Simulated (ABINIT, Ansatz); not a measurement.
**BaH2 (P6_3/mmc): modes at Γ and the response to a field**

Wanted: the vibrations of BaH2 (P6_3/mmc) at Γ, by two programs.

Calculated with ABINIT 10.8.3; DFT LDA, scalar-relativistic, plane waves, PseudoDojo norm-conserving pseudopotentials.

### 1. The structure

The structure is hexagonal, space group P6_3/mmc (No. 194). The conventional cell has a = 4.462 Å, b = 4.462 Å, c = 6.055 Å, α = 90.00°, β = 90.00°, γ = 120.00°. Ba has 11 H at 2.58 to 3.03 Å nearest. Nearest to H lie 5 Ba at 2.58 to 3.03 Å and 6 H at 2.99 Å. H has 8 H at 2.99 to 3.03 Å and 6 Ba at 2.99 Å nearest. Farther neighbours are not listed.

Coordinates:

```xyz
6
Lattice="4.4620 0.0000 0.0000 -2.2310 3.8642 0.0000 0.0000 0.0000 6.0553" Properties=species:S:1:pos:R:3 pbc="T T T"
Ba    2.2310    1.2881    4.5415
Ba    0.0000    2.5762    1.5138
H     0.0000    2.5762    4.5415
H     2.2310    1.2881    1.5138
H     0.0000    0.0000    3.0276
H     0.0000    0.0000    0.0000
```

### 2. A first look

A first run with smearing and empty bands tells whether the crystal has a gap, which decides between fixed occupations and smearing later on.

Input file probe.abi:

```
# ground state
tolvrs 1.0d-08
prtden 1
prtwf 1

# basis, mesh and filling
ecut 31.0
ngkpt 6 6 4
nshiftk 1
shiftk 0.0 0.0 0.0
istwfk *1
occopt 7
tsmear 0.005
nband 19
nstep 100
diemac 9.0
prtebands 0
prtgsr 0
useylm 1

# cell and atoms
acell 3*1.0 Angstrom
rprim 
    4.462025052 0.0 0.0
    -2.231012526 3.864227048 0.0
    0.0 0.0 6.05529259
ntypat 2
znucl 56 1
natom 6
typat 1 1 2 2 2 2
xred 
    2/3 1/3 0.75
    1/3 2/3 0.25
    1/3 2/3 0.75
    2/3 1/3 0.25
    0.0 0.0 0.5
    0.0 0.0 0.0
pp_dirpath "./pseudo"
pseudos "Ba.upf, H.upf"
```

Command:

```
> OMP_NUM_THREADS=1 mpirun -n 4 abinit probe.abi > probe.log
```

Numbers of over 12 decimals in the logs are rounded to 6 here.

probe.abo, the main output file:

```text
[banners, grids, parts of the stress and lines that vanish by symmetry left out]
- input  file    -> probe.abi
- output file    -> probe.abo
- root for input  files -> probei
[...]
Symmetries : space group P6_3/m m c (#194); Bravais hP (primitive hexag.)
[...]
mpw =        5849          nfft =      121500          nkpt =          21
[...]
== DATASET  1 ==================================================================
[...]
cutoff_energies: {ecut:  31.0, pawecutdg:  -1.0, }
[...]
ETOT  1  -58.697450164836    -5.870E+01 1.957E-02 2.101E+02
 ETOT  2  -58.748296827445    -5.085E-02 1.564E-03 5.061E+00
 ETOT  3  -58.749502335652    -1.206E-03 1.368E-03 1.515E-01
 ETOT  4  -58.749517400448    -1.506E-05 5.598E-04 1.217E-03
 ETOT  5  -58.749517563180    -1.627E-07 3.908E-04 1.196E-04
 ETOT  6  -58.749517574037    -1.086E-08 2.463E-04 1.915E-06
 ETOT  7  -58.749517574177    -1.397E-10 8.790E-05 2.774E-08
 ETOT  8  -58.749517574180    -3.013E-12 7.295E-05 6.914E-11
 At SCF step    8       vres2   =  6.91E-11 < tolvrs=  1.00E-08 =>converged.
[...]
sigma(1 1)=  1.11272551E-04  sigma(3 2)=  0.00000000E+00
  sigma(2 2)=  1.11272550E-04  sigma(3 1)=  0.00000000E+00
  sigma(3 3)=  1.09333026E-04  sigma(2 1)=  0.00000000E+00
[...]
convergence: {deltae: -3.013E-12, res2:  6.914E-11, residm:  7.295E-05, diffor: null, }
etotal    :  -5.87495176E+01
[...]
sigma(1 1)=  1.11272551E-04  sigma(3 2)=  0.00000000E+00
  sigma(2 2)=  1.11272550E-04  sigma(3 1)=  0.00000000E+00
  sigma(3 3)=  1.09333026E-04  sigma(2 1)=  0.00000000E+00
[...]
- sigma(1 1)=  3.27375146E+00  sigma(3 2)=  0.00000000E+00
- sigma(2 2)=  3.27375144E+00  sigma(3 1)=  0.00000000E+00
- sigma(3 3)=  3.21668867E+00  sigma(2 1)=  0.00000000E+00
[...]
fcart      4.2578170870E-29  2.4582518409E-29 -0.0000000000E+00
           strten      1.1127255061E-04  1.1127254971E-04  1.0933302578E-04
================================================================================

[key lines of the parts left out:]
pressure_GPa:  -3.2547E+00
```

It took 19 s on 4 MPI ranks of Arm Neoverse V2, shared host.

Read from the output:

* volume per atom: 17.40 Å³
* pressure: -3.255 GPa
* gap on the k-mesh: 1.363 eV

A gap of 1.4 eV opens on this mesh, so the crystal is taken as an insulator; the printed pressure holds the stress of the finite basis too.

### 3. Relaxation

The harmonic expansion needs vanishing forces, and a free crystal bears no stress, so cell and atoms are brought to rest. Stress is more sensitive to the basis than forces are: the last 3 Ha under the cutoff are smoothed with ecutsm, and the cutoff is raised above that of the later runs.

Input file relax.abi:

```
# relaxation
ionmov 2
optcell 2
dilatmx 1.08
ntime 40
tolmxf 1.0d-05
tolvrs 1.0d-14
prtwf 0
prtden 0
chksymtnons 0

# basis, mesh and filling
ecut 39.0
ecutsm 3.0
ngkpt 6 6 4
nshiftk 1
shiftk 0.0 0.0 0.0
istwfk *1
occopt 1
nband 12
nstep 100
diemac 9.0
prtebands 0
prtgsr 0
useylm 1

# cell and atoms
acell 3*1.0 Angstrom
rprim 
    4.462025052 0.0 0.0
    -2.231012526 3.864227048 0.0
    0.0 0.0 6.05529259
ntypat 2
znucl 56 1
natom 6
typat 1 1 2 2 2 2
xred 
    2/3 1/3 0.75
    1/3 2/3 0.25
    1/3 2/3 0.75
    2/3 1/3 0.25
    0.0 0.0 0.5
    0.0 0.0 0.0
pp_dirpath "./pseudo"
pseudos "Ba.upf, H.upf"
```

Command:

```
> OMP_NUM_THREADS=1 mpirun -n 4 abinit relax.abi > relax.log
```

relax.abo, the main output file:

```text
[banners, grids, parts of the stress and lines that vanish by symmetry left out]
- input  file    -> relax.abi
- output file    -> relax.abo
- root for input  files -> relaxi
[...]
Symmetries : space group P6_3/m m c (#194); Bravais hP (primitive hexag.)
[...]
mpw =       10380          nfft =      209952          nkpt =          21
[...]
== DATASET  1 ==================================================================
[...]
cutoff_energies: {ecut:  39.0, pawecutdg:  -1.0, }
[...]
ETOT  1  -58.691167587736    -5.869E+01 3.640E-02 3.458E+02
 ETOT  2  -58.748795682069    -5.763E-02 2.618E-06 6.122E+00
 ETOT  3  -58.749697788771    -9.021E-04 5.235E-06 3.160E-01
 ETOT  4  -58.749714983609    -1.719E-05 2.826E-07 2.021E-03
 ETOT  5  -58.749715141947    -1.583E-07 2.521E-09 2.110E-04
[...]
At SCF step   11       vres2   =  4.45E-16 < tolvrs=  1.00E-14 =>converged.
[...]
sigma(1 1)=  1.09332801E-04  sigma(3 2)=  0.00000000E+00
  sigma(2 2)=  1.09332800E-04  sigma(3 1)=  0.00000000E+00
  sigma(3 3)=  1.07342575E-04  sigma(2 1)=  0.00000000E+00
[...]
convergence: {deltae:  6.040E-13, res2:  4.446E-16, residm:  4.518E-20, diffor: null, }
etotal    :  -5.87497152E+01
[...]
ETOT  1  -58.750340080321    -5.875E+01 1.623E-02 1.827E+00
[...]
At SCF step   10       vres2   =  7.59E-16 < tolvrs=  1.00E-14 =>converged.
[...]
sigma(1 1)=  9.76689515E-05  sigma(3 2)=  0.00000000E+00
  sigma(2 2)=  9.76689505E-05  sigma(3 1)=  0.00000000E+00
  sigma(3 3)=  1.01538015E-04  sigma(2 1)=  0.00000000E+00
[...]
convergence: {deltae: -1.222E-12, res2:  7.587E-16, residm:  4.494E-19, diffor: null, }
etotal    :  -5.87504285E+01
[...]
ETOT  1  -58.746590032078    -5.875E+01 2.534E-01 1.416E+02
[...]
At SCF step   11       vres2   =  2.60E-17 < tolvrs=  1.00E-14 =>converged.
[...]
sigma(1 1)= -3.45282045E-05  sigma(3 2)=  0.00000000E+00
  sigma(2 2)= -3.45282056E-05  sigma(3 1)=  0.00000000E+00
  sigma(3 3)=  3.18812738E-05  sigma(2 1)=  0.00000000E+00
[...]
convergence: {deltae:  1.108E-12, res2:  2.602E-17, residm:  5.445E-20, diffor: null, }
etotal    :  -5.87533527E+01
[...]
ETOT  1  -58.753371797028    -5.875E+01 3.225E-09 1.112E+00
[...]
At SCF step    9       vres2   =  9.87E-15 < tolvrs=  1.00E-14 =>converged.
[...]
sigma(1 1)= -1.82885847E-05  sigma(3 2)=  0.00000000E+00
  sigma(2 2)= -1.82885857E-05  sigma(3 1)=  0.00000000E+00
  sigma(3 3)=  3.82472240E-05  sigma(2 1)=  0.00000000E+00
[...]
convergence: {deltae:  1.421E-13, res2:  9.866E-15, residm:  3.341E-18, diffor: null, }
etotal    :  -5.87534257E+01
[...]
ETOT  1  -58.753479944339    -5.875E+01 4.563E-06 1.688E-01
[...]
sigma(1 1)= -1.03180420E-05  sigma(3 2)=  0.00000000E+00
  sigma(2 2)= -1.03180430E-05  sigma(3 1)=  0.00000000E+00
[...]
convergence: {deltae: -8.313E-13, res2:  6.729E-15, residm:  1.227E-18, diffor: null, }
etotal    :  -5.87534922E+01
[...]
ETOT  1  -58.753505060577    -5.875E+01 1.815E-03 2.454E+00
[...]
convergence: {deltae: -4.547E-13, res2:  4.561E-16, residm:  9.436E-21, diffor: null, }
etotal    :  -5.87536996E+01
[...]
ETOT  1  -58.753641573658    -5.875E+01 2.281E-01 2.491E+00
[...]
convergence: {deltae:  2.061E-13, res2:  2.928E-16, residm:  1.047E-20, diffor: null, }
etotal    :  -5.87537879E+01
[...]
ETOT  1  -58.753768626811    -5.875E+01 8.553E-03 8.727E-01
[...]
convergence: {deltae: -7.034E-13, res2:  2.985E-16, residm:  1.106E-20, diffor: null, }
etotal    :  -5.87538101E+01
[...]
ETOT  1  -58.753810073837    -5.875E+01 2.203E-01 3.478E-02
[...]
At SCF step    9       vres2   =  3.85E-16 < tolvrs=  1.00E-14 =>converged.
[...]
sigma(2 2)=  2.87232276E-07  sigma(3 1)=  0.00000000E+00
  sigma(3 3)= -1.53934432E-07  sigma(2 1)=  0.00000000E+00
[...]
convergence: {deltae:  7.176E-13, res2:  3.848E-16, residm:  1.827E-19, diffor: null, }
etotal    :  -5.87538119E+01
[...]
ETOT  1  -58.753811875431    -5.875E+01 2.824E-12 3.232E-04
[...]
ETOT  7  -58.753811901910     2.444E-12 1.290E-18 5.022E-14
 ETOT  8  -58.753811901913    -2.984E-12 1.634E-19 4.168E-16
 At SCF step    8       vres2   =  4.17E-16 < tolvrs=  1.00E-14 =>converged.
[...]
sigma(1 1)=  1.78483281E-09  sigma(3 2)=  0.00000000E+00
  sigma(2 2)=  1.78377399E-09  sigma(3 1)=  0.00000000E+00
  sigma(3 3)= -9.99601644E-09  sigma(2 1)=  0.00000000E+00
[...]
convergence: {deltae: -2.984E-12, res2:  4.168E-16, residm:  1.634E-19, diffor: null, }
etotal    :  -5.87538119E+01
[...]
At Broyd/MD step  10, gradients are converged :
[...]
sigma(1 1)=  1.78483281E-09  sigma(3 2)=  0.00000000E+00
  sigma(2 2)=  1.78377399E-09  sigma(3 1)=  0.00000000E+00
  sigma(3 3)= -9.99601644E-09  sigma(2 1)=  0.00000000E+00
[...]
- sigma(1 1)=  5.25115943E-05  sigma(3 2)=  0.00000000E+00
- sigma(2 2)=  5.24804427E-05  sigma(3 1)=  0.00000000E+00
- sigma(3 3)= -2.94092957E-04  sigma(2 1)=  0.00000000E+00
[...]
fcart     -8.7161657789E-28  1.0064561316E-28 -9.7289584611E-32
           strten      1.7848328137E-09  1.7837739918E-09 -9.9960164404E-09
================================================================================

[key lines of the parts left out:]
pressure_GPa:   6.3034E-05
Total energy (etotal) [Ha]= -5.87538119019132E+01
```

Run time: 3.4 min. Hardware: 4 MPI ranks; 14 min of CPU time.

The steps of the relaxation:

```csv
step,energy less that of the first step (eV),largest force (eV/Å),volume (Å³)
1,0.0000,0.0000,104.41
2,-0.0194,0.0000,103.39
3,-0.0990,0.0000,94.31
4,-0.1010,0.0000,95.13
5,-0.1028,0.0000,95.38
6,-0.1084,0.0000,95.48
7,-0.1108,0.0000,94.88
8,-0.1114,0.0000,94.31
9,-0.1115,0.0000,94.16
10,-0.1115,0.0000,94.16
```

```csv
"conventional cell, symmetrised",before,after,change
a (Å),4.462,4.359,-2.3 %
b (Å),4.462,4.359,-2.3 %
c (Å),6.055,5.721,-5.5 %
volume (Å³/atom),17.40,15.69,-9.8 %
```

The relaxed structure:

```xyz
6
Lattice="4.3594 0.0000 0.0000 -2.1797 3.7753 0.0000 0.0000 0.0000 5.7210" Properties=species:S:1:pos:R:3 pbc="T T T"
Ba    2.1797    1.2584    4.2908
Ba    0.0000    2.5169    1.4303
H     0.0000    2.5169    4.2908
H     2.1797    1.2584    1.4303
H     0.0000    0.0000    2.8605
H     0.0000    0.0000    0.0000
```

Read from the output:

```yaml
volume_per_atom: 15.69 Å³
pressure: 6.30e-5 GPa
```

The volume changes by -9.8 % in this run and stands -9.8 % from the first cell.

### 4. Ground state

The response is built on these wavefunctions, so the potential is converged far more tightly than an energy would need. The mesh is shifted off Γ, since shifted meshes converge sums over the zone faster.

Input file gs.abi:

```
# ground state
tolvrs 1.0d-16
prtden 1
prtwf 1

# basis, mesh and filling
ecut 31.0
ngkpt 6 6 4
nshiftk 1
shiftk 0.0 0.0 0.5
istwfk *1
occopt 1
nband 12
nstep 100
diemac 9.0
prtebands 0
prtgsr 0
useylm 1

# cell and atoms
acell 3*1.0 Angstrom
rprim 
    4.35936787 0.0 0.0
    -2.179683935 3.77532332 0.0
    0.0 0.0 5.721026429
ntypat 2
znucl 56 1
natom 6
typat 1 1 2 2 2 2
xred 
    2/3 1/3 0.75
    1/3 2/3 0.25
    1/3 2/3 0.75
    2/3 1/3 0.25
    0.0 0.0 0.5
    0.0 0.0 0.0
pp_dirpath "./pseudo"
pseudos "Ba.upf, H.upf"
```

Command:

```
> OMP_NUM_THREADS=1 mpirun -n 4 abinit gs.abi > gs.log
```

gs.abo, the main output file:

```text
[banners, grids, parts of the stress and lines that vanish by symmetry left out]
- input  file    -> gs.abi
- output file    -> gs.abo
- root for input  files -> gsi
[...]
Symmetries : space group P6_3/m m c (#194); Bravais hP (primitive hexag.)
[...]
mpw =        5265          nfft =      121500          nkpt =          14
[...]
== DATASET  1 ==================================================================
[...]
cutoff_energies: {ecut:  31.0, pawecutdg:  -1.0, }
[...]
ETOT  1  -58.703351465065    -5.870E+01 3.327E-02 2.301E+02
 ETOT  2  -58.752392206092    -4.904E-02 2.768E-06 5.843E+00
 ETOT  3  -58.753625888403    -1.234E-03 1.112E-05 1.181E-01
 ETOT  4  -58.753635806234    -9.918E-06 1.849E-07 7.690E-04
 ETOT  5  -58.753635890934    -8.470E-08 2.638E-09 5.919E-05
[...]
ETOT 10  -58.753635895903     2.487E-13 3.804E-18 2.173E-15
 ETOT 11  -58.753635895903    -2.274E-13 5.688E-21 7.438E-17
 At SCF step   11       vres2   =  7.44E-17 < tolvrs=  1.00E-16 =>converged.
[...]
sigma(1 1)=  2.06077086E-06  sigma(3 2)=  0.00000000E+00
  sigma(2 2)=  2.06077063E-06  sigma(3 1)=  0.00000000E+00
  sigma(3 3)=  2.95483470E-06  sigma(2 1)=  0.00000000E+00
[...]
convergence: {deltae: -2.274E-13, res2:  7.438E-17, residm:  5.688E-21, diffor: null, }
etotal    :  -5.87536359E+01
[...]
sigma(1 1)=  2.06077086E-06  sigma(3 2)=  0.00000000E+00
  sigma(2 2)=  2.06077063E-06  sigma(3 1)=  0.00000000E+00
  sigma(3 3)=  2.95483470E-06  sigma(2 1)=  0.00000000E+00
[...]
- sigma(1 1)=  6.06299720E-02  sigma(3 2)=  0.00000000E+00
- sigma(2 2)=  6.06299652E-02  sigma(3 1)=  0.00000000E+00
- sigma(3 3)=  8.69342382E-02  sigma(2 1)=  0.00000000E+00
[...]
fcart      2.7238018039E-28  3.0822719011E-28 -0.0000000000E+00
           strten      2.0607708620E-06  2.0607706295E-06  2.9548346962E-06
================================================================================

[key lines of the parts left out:]
pressure_GPa:  -6.9398E-02
```

Elapsed: 10 s, on 4 MPI ranks.

This step gave:

```
pressure : -0.06940 GPa
```

The cell stands at -0.069 GPa, close enough for phonons.

### 5. Empty bands

Empty bands on the ground state's density check that the gap assumed so far is there in this cell.

Input file gap.abi:

```
# empty bands on the ground state's density
iscf -2
getden_filepath "gso_DEN"
tolwfr 1.0d-12
nbdbuf 2
prtwf 0

# basis, mesh and filling
ecut 31.0
ngkpt 6 6 4
nshiftk 1
shiftk 0.0 0.0 0.0
istwfk *1
occopt 1
nband 16
nstep 100
diemac 9.0
prtebands 0
prtgsr 0
useylm 1

# cell and atoms
acell 3*1.0 Angstrom
rprim 
    4.35936787 0.0 0.0
    -2.179683935 3.77532332 0.0
    0.0 0.0 5.721026429
ntypat 2
znucl 56 1
natom 6
typat 1 1 2 2 2 2
xred 
    2/3 1/3 0.75
    1/3 2/3 0.25
    1/3 2/3 0.75
    2/3 1/3 0.25
    0.0 0.0 0.5
    0.0 0.0 0.0
pp_dirpath "./pseudo"
pseudos "Ba.upf, H.upf"
```

Command:

```
> OMP_NUM_THREADS=1 mpirun -n 4 abinit gap.abi > gap.log
```

gap.abo, the main output file:

```text
[banners, grids, parts of the stress and lines that vanish by symmetry left out]
- input  file    -> gap.abi
- output file    -> gap.abo
- root for input  files -> gapi
[...]
Symmetries : space group P6_3/m m c (#194); Bravais hP (primitive hexag.)
[...]
mpw =        5265          nfft =      121500          nkpt =          21
[...]
== DATASET  1 ==================================================================
[...]
cutoff_energies: {ecut:  31.0, pawecutdg:  -1.0, }
[...]
-outvars: echo values of variables after computation
            acell      1.8897261259E+00  1.8897261259E+00  1.8897261259E+00 Bohr
================================================================================
```

Wall time 10 s (4 MPI ranks).

Read from the output:

- gap on the k-mesh: 1.537 eV

In this cell the gap on the mesh is 1.5 eV, indirect (smallest direct 2.4 eV), so fixed occupations hold.

[end of part 1 of 3]

[Host names and launcher messages were left out of these logs when they were recorded.]

[Logs are printed without paths, hosts, clocks, repeated set-up lines and the standing remarks that a program may print on its own settings, such as how far it seeks lower states.]

[Hosts, paths, dates, database ids (printed as entryN), source tags and the programs' standing remarks are cut or masked in the printed files.]
